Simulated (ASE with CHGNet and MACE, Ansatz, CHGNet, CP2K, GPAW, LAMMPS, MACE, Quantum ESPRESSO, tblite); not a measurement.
## Machine-learned potentials on amorphous Ge (61 atoms): settings against a plane-wave reference

How do the settings of machine-learned potentials change the result for amorphous Ge (61 atoms)? A plane-wave run serves as the yardstick.

Method: the method is named at each step, in ASE with CHGNet and MACE.

## Step 1: The starting structure

The cell holds 61 atoms: 61 Ge. Its edges and angles: a = 11.207 Å, b = 11.207 Å, c = 11.207 Å, α = 90.0°, β = 90.0°, γ = 90.0°. 61 atoms (61 Ge) placed at random at 5.23 g/cm³, melted at 3500 K for 10 ps at fixed volume with the Tersoff potential (Tersoff, Phys. Rev. B 39, 5566 (1989)). Quenched from 3500 K to 300 K at 6 K/ps and fixed volume, annealed at 1300 K for 20 ps, held 5 ps.

The yardstick, on the same geometry:

- method: Kohn-Sham DFT, PBE, PAW, plane waves (Ansatz 0.2.0); cutoff 420 eV, Γ point, fermi-dirac smearing of 0.05 eV; PAW set soft_2
- r.m.s. force component: 0.4429 eV/Å
- longest force: 1.411 eV/Å
- pressure: 4.803 GPa
- SCF cycles: 10
- time: 31 s on 4 threads of Arm Neoverse V2, shared host
- CPU time: 2 min

## Step 2: CHGNet 0.3.0 potential

Method: machine-learned interatomic potential CHGNet 0.3.0, trained on PBE(+U) plane-wave data.

Contents of run.py:

```python
import numpy as np
from ase.io import read
import mlip  # loads the published weights by name

atoms = read("structure.xyz")
atoms.calc = mlip.calc("chgnet-0.3.0")
energy = atoms.get_potential_energy()
forces = atoms.get_forces()
print(f"energy {energy:.6f} eV")
print("forces (eV/A)")
for i, (a, f) in enumerate(zip(atoms, forces)):
    print(f"{i:4d} {a.symbol:2s} {f[0]:10.5f} {f[1]:10.5f} {f[2]:10.5f}")
stress = -atoms.get_stress(voigt=False) * 160.21766
print("stress (GPa, compression positive)")
for row in stress:
    print(" ".join(f"{x:10.4f}" for x in row))
```

Contents of structure.xyz:

```xyz
61
Lattice="11.20750 0.00000 0.00000 0.00000 11.20750 0.00000 0.00000 0.00000 11.20750" Properties=species:S:1:pos:R:3 pbc="T T T"
Ge 1.20514 7.66559 9.10890
Ge 0.09885 11.01731 3.94807
Ge 5.87889 10.59916 9.05454
Ge 2.84760 1.67507 9.96044
Ge 9.84400 2.49457 0.06355
Ge 6.70668 0.06993 5.61989
Ge 10.45929 7.13559 10.56273
Ge 1.03849 3.60254 4.73080
Ge 4.38437 3.65992 2.46531
Ge 4.39939 0.63434 5.20532
Ge 10.10244 11.19282 10.79383
Ge 4.63015 3.17217 5.19378
Ge 9.91315 6.05676 3.27147
Ge 7.58367 9.93702 7.45523
Ge 2.43909 4.19967 10.23514
Ge 8.45292 2.38339 4.24417
Ge 10.70675 1.51525 7.54534
Ge 8.40025 7.78507 3.98371
Ge 1.76765 0.54300 2.35951
Ge 5.34161 1.65064 9.73730
Ge 9.48636 5.51319 8.86838
Ge 5.88360 5.19994 4.05711
Ge 6.16188 7.47731 3.07691
Ge 3.71361 8.30308 3.18663
Ge 0.35965 6.24504 1.26723
Ge 2.75368 7.15599 1.24616
Ge 2.89086 10.96430 6.85171
Ge 2.34136 7.66414 5.07162
Ge 10.04506 6.81842 6.90898
Ge 1.93285 2.94645 2.52359
Ge 3.89561 9.42484 8.36528
Ge 6.86818 7.86408 0.71280
Ge 7.69709 3.75339 0.83776
Ge 1.19853 9.78426 5.64511
Ge 2.73833 9.04434 10.65217
Ge 3.87656 10.82846 3.12734
Ge 7.83886 7.77778 6.37550
Ge 4.03470 5.09011 0.59949
Ge 2.64071 3.70173 6.51638
Ge 7.59521 0.11264 3.33894
Ge 0.66068 3.88979 0.65104
Ge 5.69767 2.26492 0.86298
Ge 1.56445 11.17220 11.18071
Ge 7.03719 5.45581 8.69455
Ge 6.94585 3.01829 8.46850
Ge 11.16458 8.90951 7.48459
Ge 6.84677 2.44929 6.10954
Ge 5.67604 0.02578 1.70791
Ge 9.15899 8.91859 0.52350
Ge 8.19100 4.33103 3.04250
Ge 0.36189 5.93460 5.04954
Ge 6.38413 5.56856 10.99691
Ge 5.25867 9.52660 11.20022
Ge 3.86883 7.24105 7.06442
Ge 5.97707 6.21512 6.54518
Ge 1.92836 1.68594 7.76231
[... 1 atom lines left out ...]
Ge 2.42194 5.61810 8.27192
Ge 9.42136 9.72699 2.90667
Ge 9.73192 10.59983 8.30902
Ge 9.38404 3.00641 8.94986
```

The run is started by

```bash
> OMP_NUM_THREADS=1 python run.py > output.txt
```

Log:

```text
CHGNet v0.3.0 initialized with 412,525 parameters
CHGNet will run on cpu
energy -266.624023 eV
forces (eV/A)
   0 Ge    0.14362    0.01165    0.41915
   1 Ge   -0.51978   -0.04858   -0.40825
   2 Ge    0.39546   -0.10045    0.21553
   3 Ge    0.15245    0.26439    0.48518
   4 Ge   -0.07371   -0.10302    0.39643
   5 Ge    0.24355   -0.59201   -0.01513
   6 Ge   -0.24224    0.08340   -0.16561
   7 Ge   -0.19546    0.09222   -0.38096
   8 Ge   -0.18779   -0.35736    0.58413
   9 Ge   -0.06678    0.42033    0.14538
  10 Ge    0.12111   -0.18398    0.04167
  11 Ge    0.06430    0.07263   -0.05826
  12 Ge    0.39233   -0.13934   -0.42306
  13 Ge   -0.12963   -0.01703    0.07820
  14 Ge   -0.00380   -0.40941   -0.19154
  15 Ge    0.03215   -1.03767    0.17379
  16 Ge   -0.13168    0.00184    0.11108
  17 Ge    0.09511    0.46097    0.24169
  18 Ge    0.05201   -0.11600   -0.36863
  19 Ge   -0.13862    0.28189   -0.25824
  20 Ge    0.35657   -0.00626    0.23566
  21 Ge    0.27246    0.14160   -0.03387
  22 Ge   -0.41834    0.03750   -0.19911
  23 Ge    0.24196    0.07451   -0.07657
[...]
53 Ge   -0.13452    0.27800   -0.02412
  54 Ge    0.06856   -0.36361   -0.23406
  55 Ge   -0.45651    0.63280    0.12980
  56 Ge    0.04220    0.05600    0.01691
  57 Ge   -0.08129   -0.04012   -0.17730
  58 Ge    0.14454    0.07350   -0.09678
  59 Ge   -0.00035    0.54443    0.63130
  60 Ge    0.10473    0.21031   -0.13185
stress (GPa, compression positive)
    4.1371    -0.3030     0.0654
   -0.3030     4.5676    -0.5763
    0.0654    -0.5763     5.2150
```

Wall time 3.8 s (1 thread of Arm Neoverse V2, shared host); peak memory 0.61 GiB.

Banners, paths, timers and routine set-up lines are dropped from the logs unmarked, and long logs keep their key lines alone; longer cuts are marked.

Numbers from this run, and their distance from the reference:

```yaml
r_m_s_force_component: 0.31 eV/Å
r_m_s_difference_of_force_components: 273.9 meV/Å
longest_difference_of_force_vectors: 1096 meV/Å
force_difference_over_r_m_s_force: 61.84 %
slope_of_forces_against_the_reference_s: 0.5536
correlation_of_force_components: 0.7912
pressure: 4.64 GPa
pressure_difference: -0.1628 GPa
```

Local excerpt of 11 atoms (numbers count through the whole input) about Ge55, picked at random; x, y, z are measured from there.

| atom | x | y | z | distance (Å) | bonds | Fx | Fy | Fz (eV/Å) |
| --- | --- | --- | --- | --- | --- | --- | --- | --- |
| Ge55 | 0.00 | 0.00 | 0.00 | 0.00 | 4 | 0.07 | -0.36 | -0.23 |
| Ge54 | -2.11 | 1.03 | 0.52 | 2.40 | 4 | -0.13 | 0.28 | -0.02 |
| Ge37 | 1.86 | 1.56 | -0.17 | 2.44 | 4 | 0.00 | -0.04 | -0.15 |
| Ge44 | 1.06 | -0.76 | 2.15 | 2.51 | 4 | -0.32 | 0.25 | -0.28 |
| Ge22 | -0.09 | -1.02 | -2.49 | 2.69 | 5 | 0.27 | 0.14 | -0.03 |
| Ge12 | -1.35 | -3.04 | -1.35 | 3.59 | 5 | 0.06 | 0.07 | -0.06 |
| Ge23 | 0.18 | 1.26 | -3.47 | 3.70 | 4 | -0.42 | 0.04 | -0.20 |
| Ge45 | 0.97 | -3.20 | 1.92 | 3.85 | 4 | -0.03 | -0.26 | 0.03 |
| Ge18 | 2.42 | 1.57 | -2.56 | 3.86 | 4 | 0.10 | 0.46 | 0.24 |
| Ge47 | 0.87 | -3.77 | -0.44 | 3.89 | 4 | 0.03 | 0.45 | 0.29 |
| Ge58 | -3.56 | -0.60 | 1.73 | 4.00 | 4 | -0.08 | -0.04 | -0.18 |

Atoms are counted from 1 here, from 0 in the log.

Forces lie 62 % from the reference's, at 0.030 times its CPU time (on 1 against 4 cores).

## Step 3: MACE MP-0b2 small potential

Method: machine-learned interatomic potential MACE MP-0b2 small, trained on PBE(+U) plane-wave data.

run.py: that of step 2 with these lines changed.

```diff
@@ -5,3 +5,3 @@
 atoms = read("structure.xyz")
-atoms.calc = mlip.calc("chgnet-0.3.0")
+atoms.calc = mlip.calc("mace-mp-0b2-small")
 energy = atoms.get_potential_energy()
```

structure.xyz is that of step 2.

Log:

```text
energy -269.063789 eV
forces (eV/A)
   0 Ge    0.08743   -0.01371    0.61096
   1 Ge   -0.62211   -0.15331   -0.56398
   2 Ge    0.33796   -0.39092    0.44558
   3 Ge    0.10963    0.89752   -0.03241
   4 Ge   -0.35978    0.12849    0.33959
   5 Ge    0.15074   -0.52602   -0.06331
   6 Ge   -0.24898   -0.00324   -0.28675
   7 Ge   -0.30513    0.08182   -0.27740
   8 Ge   -0.48032   -0.50565    0.54415
   9 Ge    0.09965    0.25504    0.25136
  10 Ge    0.35875   -0.55332   -0.16314
  11 Ge    0.10206   -0.14550   -0.13415
  12 Ge    0.53993   -0.05300   -0.53825
  13 Ge   -0.18468    0.05349    0.03037
  14 Ge    0.28555   -0.78470   -0.15300
  15 Ge    0.03130   -1.12713    0.41934
  16 Ge   -0.20434    0.08539    0.04272
  17 Ge   -0.04209    0.65627    0.35701
  18 Ge    0.04183   -0.22215   -0.32953
  19 Ge   -0.10985    0.31484   -0.09003
  20 Ge    0.26254   -0.06685    0.29221
  21 Ge    0.70093   -0.08077   -0.17351
  22 Ge   -0.63119    0.17772   -0.16928
  23 Ge    0.54287    0.17747   -0.04828
[...]
53 Ge   -0.15964    0.45077    0.18574
  54 Ge    0.20719   -0.33230   -0.12251
  55 Ge   -0.35643    0.72340    0.10074
  56 Ge   -0.17519    0.15253   -0.11861
  57 Ge   -0.00714   -0.16209   -0.48893
  58 Ge    0.13887    0.19755   -0.00436
  59 Ge    0.21396    0.66199    0.77242
  60 Ge    0.25996    0.30403   -0.18996
stress (GPa, compression positive)
    2.2937    -0.7288     0.3979
   -0.7288     2.7704    -1.0306
    0.3979    -1.0306     3.8701
```

The job ended after 7 s (1 thread; peak memory 0.67 GiB).

Against the reference:

```yaml
r_m_s_force_component: 0.3926 eV/Å
r_m_s_difference_of_force_components: 192.9 meV/Å
longest_difference_of_force_vectors: 695.7 meV/Å
force_difference_over_r_m_s_force: 43.55 %
slope_of_forces_against_the_reference_s: 0.7979
correlation_of_force_components: 0.9003
pressure: 2.978 GPa
pressure_difference: -1.825 GPa
```

Against the first run (62 %), the force difference from the reference is 44 %, at 1.9 times the CPU time.

## Step 4: MACE MPA-0 medium potential

Method: machine-learned interatomic potential MACE MPA-0 medium, trained on PBE(+U) plane-wave data.

run.py: that of step 3 with these lines changed.

```diff
@@ -5,3 +5,3 @@
 atoms = read("structure.xyz")
-atoms.calc = mlip.calc("mace-mp-0b2-small")
+atoms.calc = mlip.calc("mace-mpa-0-medium")
 energy = atoms.get_potential_energy()
```

structure.xyz is that of step 3.

Log:

```text
energy -268.406384 eV
forces (eV/A)
   0 Ge   -0.08070   -0.09382    0.57511
   1 Ge   -0.58703   -0.03051   -0.41087
   2 Ge    0.29541   -0.48881    0.40758
   3 Ge    0.19207    0.90248    0.13661
   4 Ge   -0.50396    0.07079    0.29201
   5 Ge    0.23073   -0.51443    0.05092
   6 Ge   -0.19467   -0.01105   -0.15808
   7 Ge   -0.10766   -0.05933   -0.17470
   8 Ge   -0.49718   -0.50224    0.51395
   9 Ge   -0.04876    0.16541    0.17696
  10 Ge    0.20793   -0.60621   -0.13491
  11 Ge    0.38687   -0.38704   -0.06748
  12 Ge    0.59556    0.01598   -0.64205
  13 Ge   -0.08603    0.11844    0.01181
  14 Ge    0.28717   -0.98517    0.12368
  15 Ge   -0.18370   -1.30658    0.26264
  16 Ge   -0.20385    0.05358   -0.16983
  17 Ge   -0.09366    0.78738    0.24404
  18 Ge    0.24736   -0.27680   -0.26885
  19 Ge   -0.38091    0.28988   -0.31425
  20 Ge    0.13929    0.06920    0.35320
  21 Ge    0.69518    0.03937   -0.18528
  22 Ge   -0.74445    0.30888   -0.41033
  23 Ge    0.66195    0.24582   -0.04594
[...]
53 Ge   -0.28495    0.48743    0.16085
  54 Ge    0.51314   -0.30860   -0.22020
  55 Ge   -0.25420    0.46670    0.17893
  56 Ge   -0.14782    0.22696   -0.15695
  57 Ge   -0.01832   -0.04690   -0.58337
  58 Ge    0.09089    0.14402   -0.11685
  59 Ge    0.32366    0.87160    0.81623
  60 Ge    0.28008    0.37697   -0.14006
stress (GPa, compression positive)
    3.2014    -0.7874     0.5518
   -0.7874     4.0505    -1.5415
    0.5518    -1.5415     5.5582
```

Elapsed: 7.2 s, on 1 thread; peak memory 0.77 GiB.

Numbers from this run, and their distance from the reference:

* r.m.s. force component: 0.4348 eV/Å
* r.m.s. difference of force components: 174.2 meV/Å
* longest difference of force vectors: 655.3 meV/Å
* force difference over r.m.s. force: 39.32 %
* slope of forces against the reference's: 0.9044
* correlation of force components: 0.9214
* pressure: 4.27 GPa
* pressure difference: -0.5327 GPa

Against the first run (62 %), the force difference from the reference is 39 %, at 2.0 times the CPU time.

## Step 5: Side by side

Differences are against the plane-wave reference, forces as r.m.s. over components; share is that over the reference's r.m.s. force, slope the least-squares factor from reference forces to these. Total energies of different programs have different zeros and aren't compared.

| run | Δ force, r.m.s. (meV/Å) | share (%) | slope | Δ pressure (GPa) | cores | CPU time | memory (GiB) |
| --- | --- | --- | --- | --- | --- | --- | --- |
| reference | - | - | - | - | 4 | 2 min | 2.1 |
| CHGNet 0.3.0 potential | 274 | 61.8 | 0.554 | -0.163 | 1 | 3.6 s | 0.61 |
| MACE MP-0b2 small potential | 193 | 43.5 | 0.798 | -1.82 | 1 | 6.8 s | 0.67 |
| MACE MPA-0 medium potential | 174 | 39.3 | 0.904 | -0.533 | 1 | 7.2 s | 0.77 |

Times of the machine-learned potentials are mostly Python's start and the loading of weights.

CPU time is summed over cores on a shared host, where runs went side by side, so it is rough. Symmetry, cutoffs, thresholds, outputs and thread counts weren't matched or tuned between programs; memory under MPI is the largest rank's times the ranks.

## Step 6: Outcome

```json
{"nearest in forces": "MACE MPA-0 medium potential, 39 %", "its CPU time": "7.2 s"}
```

Machine-learned potentials differ by 39 % (MACE MPA-0 medium potential) to 62 % (CHGNet 0.3.0 potential); they were trained on other programs' data. Among those trained on PBE data the slope goes as low as 0.55, with a correlation of 0.79, so directions differ as well as sizes. Machine-learned potentials mimic data converged in k, so the reference's own k-point error enters their differences. The quench rate of 6 K/ps is many orders above laboratory rates, so the cell is likely richer in defects and strain than a real sample. The network of bonds at the start is that of the classical potential that made the cell, and needn't be the one that DFT or experiment would give. The reference's stress is far from hydrostatic: its diagonal is 3.4, 3.9, 7.0 GPa, compression counted positive. The electronic-structure runs sample only Γ, in a cell whose shortest periodic width is 11 Å, which is coarse for a cell with partly filled levels.

[Also dropped from logs without a mark: logging warnings of Python, and SIESTA's first energy breakdown and zero terms.]

[Logs are printed without paths, hosts, clocks, repeated set-up lines and the standing remarks that a program may print on its own settings, such as how far it seeks lower states.]

[Hosts, paths, dates, database ids (printed as entryN), source tags and the programs' standing remarks are cut or masked in the printed files.]
